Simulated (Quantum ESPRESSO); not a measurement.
**Magnetic state of Cr (Chromium) from several starts**

Wanted: the moments of Cr (Chromium) and the energy of each order that was tried.

Main program and level: Quantum ESPRESSO 7.5; PBEsol; plane waves with GBRV 1.5 PBEsol potentials, no spin-orbit coupling.

## 1. The starting structure

It takes space group Im-3m (No. 229, cubic). Conventional cell: a = 2.884 Å, b = 2.884 Å, c = 2.884 Å, α = 90.00°, β = 90.00°, γ = 90.00°. Nearest to Cr lie 8 Cr at 2.50 Å.

The cell comes from the Crystallography Open Database.

## 2. Run 1 (ferro +)

The signs are those of the starting moments on the seeded atoms, the atoms that are given a moment.

pw.in reads:

```
&CONTROL
  calculation = 'scf'
  prefix = 'pwscf'
  outdir = './tmp'
  pseudo_dir = './pseudo'
  disk_io = 'nowf'
/
&SYSTEM
  ibrav = 0
  nat = 1
  ntyp = 1
  ecutwfc = 40
  ecutrho = 280
  nbnd = 14
  occupations = 'smearing'
  smearing = 'fd'
  degauss = 0.00734986
  nspin = 2
  starting_magnetization(1) = 0.1786
/
&ELECTRONS
  conv_thr = 2d-09
  electron_maxstep = 150
  mixing_beta = 0.3
/
ATOMIC_SPECIES
Cr     51.9961 cr_pbesol_v1.5.uspp.F.UPF
CELL_PARAMETERS angstrom
  -1.4419500000    1.4419500000    1.4419500000
   1.4419500000   -1.4419500000    1.4419500000
   1.4419500000    1.4419500000   -1.4419500000
ATOMIC_POSITIONS crystal
Cr      0.0000000000    0.0000000000    0.0000000000
K_POINTS automatic
12 12 12 0 0 0
```

Run with:

```bash
$ OMP_NUM_THREADS=1 mpirun -n 4 pw.x -nk 4 -in pw.in > pw.out
```

The log of the run:

```text
Program PWSCF v.7.5 starts

     Message from routine setup:
     using ibrav=0 with symmetry is DISCOURAGED, use correct ibrav instead

     K-points division:     npool     =       4
     Subspace diagonalization in iterative solution of the eigenvalue problem:

     G-vector sticks info
     --------------------
     sticks:   dense  smooth     PW     G-vecs:    dense   smooth      PW
     Sum         471     265    117                 6459     2779     791

     Using Slab Decomposition

     bravais-lattice index     =            0
     lattice parameter (alat)  =       4.7196  a.u.
     unit-cell volume          =      80.9296 (a.u.)^3
     number of atoms/cell      =            1
     number of atomic types    =            1
     number of electrons       =        14.00
     number of Kohn-Sham states=           14
     kinetic-energy cutoff     =      40.0000  Ry
     charge density cutoff     =     280.0000  Ry
     scf convergence threshold =      2.0E-09
     mixing beta               =       0.3000
     number of iterations used =            8  plain     mixing
     Exchange-correlation= SLA  PW   PSX  PSC
                           (   1   4  10   8   0   0   0)

     celldm(1)=   4.719649  celldm(2)=   0.000000  celldm(3)=   0.000000
     celldm(4)=   0.000000  celldm(5)=   0.000000  celldm(6)=   0.000000

     crystal axes: (cart. coord. in units of alat)
               a(1) = (  -0.577350   0.577350   0.577350 )
               a(2) = (   0.577350  -0.577350   0.577350 )
               a(3) = (   0.577350   0.577350  -0.577350 )

     reciprocal axes: (cart. coord. in units 2 pi/alat)
               b(1) = ( -0.000000  0.866025  0.866025 )
               b(2) = (  0.866025 -0.000000  0.866025 )
               b(3) = (  0.866025  0.866025  0.000000 )

     PseudoPot. # 1 for Cr read from file:
     cr_pbesol_v1.5.uspp.F.UPF
     Pseudo is Ultrasoft + core correction, Zval = 14.0
     Generated by new atomic code, or converted to UPF format
     Using radial grid of  857 points,  6 beta functions with:
                l(1) =   0
                l(2) =   0
                l(3) =   1
                l(4) =   1
                l(5) =   2
                l(6) =   2
     Q(r) pseudized with  8 coefficients,  rinner =    0.950   0.950   0.950
                                                       0.950   0.950

     atomic species   valence    mass     pseudopotential
     Cr               14.00    51.99610     Cr( 1.00)

     Starting magnetic structure
     atomic species   magnetization
     Cr              0.179

     48 Sym. Ops., with inversion, found

   Cartesian axes

     site n.     atom                  positions (alat units)
         1        Cr     tau(   1) = (   0.0000000   0.0000000   0.0000000  )

     number of k points=    72  Fermi-Dirac smearing, width (Ry)=  0.0073
                       cart. coord. in units 2pi/alat
        k(    1) = (   0.0000000   0.0000000   0.0000000), wk =   0.0005787
        k(    2) = (   0.0721688   0.0721688   0.0000000), wk =   0.0069444
        k(    3) = (   0.1443376   0.1443376   0.0000000), wk =   0.0069444
        k(    4) = (   0.2165064   0.2165064   0.0000000), wk =   0.0069444
        k(    5) = (   0.2886751   0.2886751   0.0000000), wk =   0.0069444
        [... 67 further k-points ...]

     Dense  grid:     6459 G-vectors     FFT dimensions: (  25,  25,  25)

     Smooth grid:     2779 G-vectors     FFT dimensions: (  20,  20,  20)

     Check: negative core charge=   -0.000011
     Generating pointlists ...
     new r_m :   0.4125 (alat units)  1.9469 (a.u.) for type    1

     Initial potential from superposition of free atoms

     starting charge      13.0000, renormalised to      14.0000

     negative rho (up, down):  9.465E-04 6.596E-04
     Starting wfcs are   10 randomized atomic wfcs +    4 random wfcs

     Self-consistent Calculation

     iteration #  1     ecut=    40.00 Ry     beta= 0.30
     Davidson diagonalization with overlap
     ethr =  1.00E-02,  avg # of iterations =  5.1

     negative rho (up, down):  1.061E-03 9.349E-04

     total energy              =    -175.09457250 Ry
     estimated scf accuracy    <       2.24775981 Ry

     total magnetization       =     0.42 Bohr mag/cell
     absolute magnetization    =     0.43 Bohr mag/cell

     iteration #  2     ecut=    40.00 Ry     beta= 0.30
     Davidson diagonalization with overlap
     ethr =  1.00E-02,  avg # of iterations =  1.8

     negative rho (up, down):  9.368E-04 1.033E-03

     total energy              =    -175.34185654 Ry
     estimated scf accuracy    <       0.11866864 Ry

     total magnetization       =     0.54 Bohr mag/cell
     absolute magnetization    =     0.56 Bohr mag/cell

     iteration #  3     ecut=    40.00 Ry     beta= 0.30
     Davidson diagonalization with overlap
     ethr =  8.48E-04,  avg # of iterations =  2.0

     negative rho (up, down):  4.039E-04 9.580E-04

     total energy              =    -175.37674952 Ry
     estimated scf accuracy    <       0.02411146 Ry

     total magnetization       =     0.47 Bohr mag/cell
     absolute magnetization    =     0.49 Bohr mag/cell

     [... further iterations left out ...]

     iteration #  9     ecut=    40.00 Ry     beta= 0.30
     Davidson diagonalization with overlap
     ethr =  2.44E-07,  avg # of iterations =  1.8

     negative rho (up, down):  8.135E-04 8.142E-04

     total energy              =    -175.38789790 Ry
     estimated scf accuracy    <       0.00000391 Ry

     total magnetization       =    -0.00 Bohr mag/cell
     absolute magnetization    =     0.00 Bohr mag/cell

     iteration # 10     ecut=    40.00 Ry     beta= 0.30
     Davidson diagonalization with overlap
     ethr =  2.79E-08,  avg # of iterations =  1.0

     negative rho (up, down):  8.140E-04 8.137E-04

     total energy              =    -175.38789929 Ry
     estimated scf accuracy    <          8.4E-09 Ry

     total magnetization       =     0.00 Bohr mag/cell
     absolute magnetization    =     0.00 Bohr mag/cell

     iteration # 11     ecut=    40.00 Ry     beta= 0.30
     Davidson diagonalization with overlap
     ethr =  6.03E-11,  avg # of iterations =  2.3

     negative rho (up, down):  8.138E-04 8.136E-04

     total energy              =    -175.38789931 Ry
     estimated scf accuracy    <       0.00000002 Ry

     total magnetization       =    -0.00 Bohr mag/cell
     absolute magnetization    =     0.00 Bohr mag/cell

     iteration # 12     ecut=    40.00 Ry     beta= 0.30
     Davidson diagonalization with overlap
     ethr =  6.03E-11,  avg # of iterations =  2.0

     negative rho (up, down):  8.137E-04 8.136E-04

     Magnetic moment per site  (integrated on atomic sphere of radius R)
     atom   1 (R=0.413)  charge= 12.2447  magn= -0.0000

     End of self-consistent calculation

     Number of k-points >= 100: set verbosity='high' to print the bands.

     the Fermi energy is    18.4831 ev

!    total energy              =    -175.38789933 Ry
     estimated scf accuracy    <          2.0E-09 Ry
     smearing contrib. (-TS)   =      -0.00176391 Ry
     internal energy E=F+TS    =    -175.38613542 Ry

     The total energy is F=E-TS. E is the sum of the following terms:
     one-electron contribution =     -59.64140177 Ry
     hartree contribution      =      37.31016773 Ry
     xc contribution           =     -22.17079177 Ry
     ewald contribution        =    -130.88410961 Ry

     total magnetization       =    -0.00 Bohr mag/cell
     absolute magnetization    =     0.00 Bohr mag/cell

     convergence has been achieved in  12 iterations

=------------------------------------------------------------------------------=
   JOB DONE.
=------------------------------------------------------------------------------=
```

Elapsed: 3.2 s, on 4 MPI ranks of Arm Neoverse V1, shared host; peak memory 0.2 GiB.

The spin moment in the atom's sphere vanishes on all atoms.

Numbers from this step:

| Item | Value |
| --- | --- |
| smearing term TS | 0.02400 eV |
| magnetization | 0 μB |
| absolute magnetization | 0 μB |
| final state | non-magnetic |

Valence density in the ac plane of the conventional cell at fractional y = 0.000, with atoms of Cr within 0.2 Å of it. It is the smooth field of the valence electrons, not physical close to the nuclei.

Values in e/Å³, 14 rows by 14 columns, each cell a mean:
```
11 13  8  2  1  0  0  0  0  0  1  3 10 14
11  9  5  1  1  0  0  0  0  0  1  2  5 10
 4  3  2  1  0  0  0  0  0  0  0  1  2  3
 1  1  1  0  0  0  0  0  0  0  0  0  1  1
 0  0  0  0  0  0  0  0  0  0  0  0  0  0
 0  0  0  0  0  0  0  0  0  0  0  0  0  0
 0  0  0  0  0  0  0  0  0  0  0  0  0  0
 0  0  0  0  0  0  0  0  0  0  0  0  0  0
 0  0  0  0  0  0  0  0  0  0  0  0  0  0
 1  1  1  0  0  0  0  0  0  0  0  0  1  1
 3  2  1  1  0  0  0  0  0  0  0  1  1  2
10  8  4  1  1  0  0  0  0  0  1  2  5  8
12 13  8  2  1  0  0  0  0  0  1  3  9 13
 2 12 10  3  1  0  0  0  0  0  1  4 11 11
```
Columns run along a (2.9 Å), rows up along c (2.9 Å), edges of the conventional cell, whose origin can differ from the input's. Atoms in or near the plane, at fractional coordinates: Cr at (0.00, 0.00).

## 3. Start 2: antiferro q=(0,0,1/2) +−

The cell is doubled to 2 atoms to hold this order. The wavevector q is in fractions of the reciprocal vectors of the crystal's primitive cell, as the cells of these inputs are built from it; moments change sign between cells as cos(2π q·R).

pw.in reads:

```
&CONTROL
  calculation = 'scf'
  prefix = 'pwscf'
  outdir = './tmp'
  pseudo_dir = './pseudo'
  disk_io = 'nowf'
/
&SYSTEM
  ibrav = 0
  nat = 2
  ntyp = 2
  ecutwfc = 40
  ecutrho = 280
  nbnd = 21
  occupations = 'smearing'
  smearing = 'fd'
  degauss = 0.00734986
  nspin = 2
  starting_magnetization(1) = 0.1786
  starting_magnetization(2) = -0.1786
/
&ELECTRONS
  conv_thr = 4d-09
  electron_maxstep = 150
  mixing_beta = 0.3
/
ATOMIC_SPECIES
Cr1    51.9961 cr_pbesol_v1.5.uspp.F.UPF
Cr2    51.9961 cr_pbesol_v1.5.uspp.F.UPF
CELL_PARAMETERS angstrom
  -1.4419500000    1.4419500000    1.4419500000
   1.4419500000   -1.4419500000    1.4419500000
   2.8839000000    2.8839000000   -2.8839000000
ATOMIC_POSITIONS crystal
Cr1     0.0000000000    0.0000000000    0.0000000000
Cr2     0.0000000000    0.0000000000    0.5000000000
K_POINTS automatic
12 12 6 0 0 0
```

The log of the run:

```text
[banner, memory and clock lines left out]
Program PWSCF v.7.5 starts

     Message from routine setup:
     using ibrav=0 with symmetry is DISCOURAGED, use correct ibrav instead

     bravais-lattice index     =            0
     lattice parameter (alat)  =       4.7196  a.u.
     unit-cell volume          =     161.8591 (a.u.)^3
     number of atoms/cell      =            2
     number of atomic types    =            2
     number of electrons       =        28.00
     number of Kohn-Sham states=           21
     kinetic-energy cutoff     =      40.0000  Ry
     charge density cutoff     =     280.0000  Ry
     scf convergence threshold =      4.0E-09
     mixing beta               =       0.3000
     number of iterations used =            8  plain     mixing
     Exchange-correlation= SLA  PW   PSX  PSC
                           (   1   4  10   8   0   0   0)

     celldm(1)=   4.719649  celldm(2)=   0.000000  celldm(3)=   0.000000
     celldm(4)=   0.000000  celldm(5)=   0.000000  celldm(6)=   0.000000

     crystal axes: (cart. coord. in units of alat)
               a(1) = (  -0.577350   0.577350   0.577350 )
               a(2) = (   0.577350  -0.577350   0.577350 )
               a(3) = (   1.154701   1.154701  -1.154701 )

     reciprocal axes: (cart. coord. in units 2 pi/alat)
               b(1) = ( -0.000000  0.866025  0.866025 )
               b(2) = (  0.866025 -0.000000  0.866025 )
               b(3) = (  0.433013  0.433013  0.000000 )

     PseudoPot. # 1 for Cr read from file:
     cr_pbesol_v1.5.uspp.F.UPF
     Pseudo is Ultrasoft + core correction, Zval = 14.0

     PseudoPot. # 2 for Cr read from file:
     cr_pbesol_v1.5.uspp.F.UPF
     Pseudo is Ultrasoft + core correction, Zval = 14.0

     atomic species   valence    mass     pseudopotential
     Cr1              14.00    51.99610     Cr( 1.00)
     Cr2              14.00    51.99610     Cr( 1.00)

     Starting magnetic structure
     atomic species   magnetization
     Cr1             0.179
     Cr2            -0.179

      8 Sym. Ops., with inversion, found

   Cartesian axes

     site n.     atom                  positions (alat units)
         1        Cr1    tau(   1) = (   0.0000000   0.0000000   0.0000000  )
         2        Cr2    tau(   2) = (   0.5773503   0.5773503  -0.5773503  )

     number of k points=   154  Fermi-Dirac smearing, width (Ry)=  0.0073

     Number of k-points >= 100: set verbosity='high' to print them.

     Dense  grid:    12839 G-vectors     FFT dimensions: (  25,  25,  54)

     Smooth grid:     5515 G-vectors     FFT dimensions: (  20,  20,  40)

     Check: negative core charge=   -0.000011
     Generating pointlists ...
     new r_m :   0.4125 (alat units)  1.9469 (a.u.) for type    1
     new r_m :   0.4125 (alat units)  1.9469 (a.u.) for type    2

     Initial potential from superposition of free atoms

     starting charge      26.0000, renormalised to      28.0000

     negative rho (up, down):  1.487E-03 1.487E-03
     Starting wfcs are   20 randomized atomic wfcs +    1 random wfcs

     Self-consistent Calculation

     iteration #  1     ecut=    40.00 Ry     beta= 0.30
     Davidson diagonalization with overlap
     ethr =  1.00E-02,  avg # of iterations =  3.9

     negative rho (up, down):  1.838E-03 1.838E-03

     total energy              =    -350.28463696 Ry
     estimated scf accuracy    <       4.23990248 Ry

     total magnetization       =    -0.00 Bohr mag/cell
     absolute magnetization    =     1.47 Bohr mag/cell

     iteration #  2     ecut=    40.00 Ry     beta= 0.30
     Davidson diagonalization with overlap
     ethr =  1.00E-02,  avg # of iterations =  2.0

     negative rho (up, down):  1.857E-03 1.857E-03

     total energy              =    -350.65322736 Ry
     estimated scf accuracy    <       0.28263519 Ry

     total magnetization       =    -0.00 Bohr mag/cell
     absolute magnetization    =     2.18 Bohr mag/cell

     [... further iterations left out ...]

     iteration # 16     ecut=    40.00 Ry     beta= 0.30
     Davidson diagonalization with overlap
     ethr =  9.01E-11,  avg # of iterations =  2.6

     negative rho (up, down):  1.507E-03 1.507E-03

     total energy              =    -350.77579862 Ry
     estimated scf accuracy    <       0.00000001 Ry

     total magnetization       =     0.00 Bohr mag/cell
     absolute magnetization    =     0.00 Bohr mag/cell

     iteration # 17     ecut=    40.00 Ry     beta= 0.30
     Davidson diagonalization with overlap
     ethr =  3.75E-11,  avg # of iterations =  2.0

     negative rho (up, down):  1.507E-03 1.507E-03

     Magnetic moment per site  (integrated on atomic sphere of radius R)
     atom   1 (R=0.413)  charge= 12.2457  magn= -0.0000
     atom   2 (R=0.413)  charge= 12.2458  magn=  0.0000

     End of self-consistent calculation

     Number of k-points >= 100: set verbosity='high' to print the bands.

     the Fermi energy is    18.4830 ev

!    total energy              =    -350.77579863 Ry
     estimated scf accuracy    <          9.5E-11 Ry
     smearing contrib. (-TS)   =      -0.00352780 Ry
     internal energy E=F+TS    =    -350.77227083 Ry

     The total energy is F=E-TS. E is the sum of the following terms:
     one-electron contribution =    -119.28334292 Ry
     hartree contribution      =      74.62097841 Ry
     xc contribution           =     -44.34168711 Ry
     ewald contribution        =    -261.76821922 Ry

     total magnetization       =     0.00 Bohr mag/cell
     absolute magnetization    =     0.00 Bohr mag/cell

     convergence has been achieved in  17 iterations
```

It took 24 s on 4 MPI ranks; peak memory 0.31 GiB; 97 s of CPU time.

The spin moment in the atom's sphere vanishes on all atoms.

Numbers from this step:

```yaml
smearing_term_ts: 0.04800 eV
magnetization: 0 μB
absolute_magnetization: 0 μB
final_state: non-magnetic
```

(Continued in part 2 of 2.)

[Logs and program files are shortened in this print: banners, set-up blocks, solver, clock and traceback lines can be left out without a mark of their own.]

[Logs are printed without paths, hosts, clocks, repeated set-up lines and the standing remarks that a program may print on its own settings, such as how far it seeks lower states.]

[Hosts, paths, dates, database ids (printed as entryN), source tags and the programs' standing remarks are cut or masked in the printed files.]

[Where a cell is said to come from a database of computed structures, the database is the Materials Project.]
